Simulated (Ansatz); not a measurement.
# Tunnelling decay and corrugation (reconstruction): V(100)-(2x1) missing row; Ir(100)-(3x1) missing row; and others

A simple barrier model says that the current falls as exp(−2κz) with κ = 0.512 √φ (Å⁻¹, φ in eV). How well does that hold over real surfaces, and how fast does atomic contrast fade as the tip draws back?

**Method.** Ansatz 0.2.0, plane waves with PAW datasets (its set soft_2), functional as listed; relaxed slabs, Tersoff-Hamann images of the filled states within the window listed under the Fermi level. κ is fitted to the planar mean between 3 and 5 Å over the top atom; the model's barrier is the work function plus half the window. A setpoint is the mean density at the height named.

Results:

```
                                                        surface  functional  work function (eV)  window (eV)  κ, model (Å⁻¹)  κ, fitted (Å⁻¹)  near setpoint (Å): corrugation (Å)  far setpoint (Å): corrugation (Å)
                                       V(100)-(2x1) missing row  PBE-D3(BJ)                3.59         0.50            1.00             1.03                            3: 1.357                           5: 0.712
                                      Cr(110)-(2x1) missing row  PBE-D3(BJ)                3.64         0.20            0.99             1.02                          2.5: 1.110                           4: 0.389
                                      Fe(110)-(2x1) missing row      r2SCAN                3.75         0.20            1.01             1.06                            3: 0.527                           5: 0.194
                                      Mo(100)-(3x1) missing row         PBE                3.85         0.30            1.02             1.00                            3: 1.769                         4.5: 1.243
 Rh(110) with every third atom of each close-packed row removed  PBE-D3(BJ)                4.52         0.50            1.12             1.19                            3: 0.718                           5: 0.414
                                      Ni(110)-(1x2) missing row  PBE-D3(BJ)                4.69         0.40            1.13             1.18                            3: 1.287                         4.5: 0.875
Pd(110) with every second atom of each close-packed row removed  PBE-D3(BJ)                4.69         0.20            1.12             1.32                          2.5: 1.396                           4: 0.854
                                      Ag(110)-(1x3) missing row         LDA                4.72         0.40            1.14             1.21                            3: 1.195                           5: 0.713
                                      Ir(110)-(1x2) missing row  PBE-D3(BJ)                5.10         0.40            1.18             1.25                            3: 1.596                           5: 1.051
                                      Ir(100)-(3x1) missing row         PBE                5.26         0.40            1.20             1.29                            3: 1.305                           5: 0.587
```

**Reading.** The fitted κ is 0.98 to 1.18 times the model's, and larger in 9 of 10. Momentum along the surface adds to κ² and raises it, while a barrier that has not reached its full height this near the surface lowers it. Worked for V(100)-(2x1) missing row: 0.512 × √(3.59 + 0.25) = 1.00 Å⁻¹; with the fitted 1.03 Å⁻¹ the current falls by exp(2 × 1.03) = 7.8 per Å. Where it is still over 0.005 Å at the far setpoint (10 rows), the corrugation falls by a factor of 1.2 to 2.0 per Å.

What the numbers leave out: The model has an s-wave tip and no forces between tip and sample. Semilocal potentials reach the vacuum level too fast, without an image tail. The surfaces are built from prototypes and need not be the stable ones; functionals, windows and heights differ between rows (the narrowest window from 0.2 eV on is taken, and runs with charge in the vacuum are left out), and rows with Cr, Mn, Fe, Co, Ni or Gd rest on one magnetic start or none. The table is a selection: not every member that was run is listed.

[Logs are printed without paths, hosts, clocks, repeated set-up lines and the standing remarks that a program may print on its own settings, such as how far it seeks lower states.]
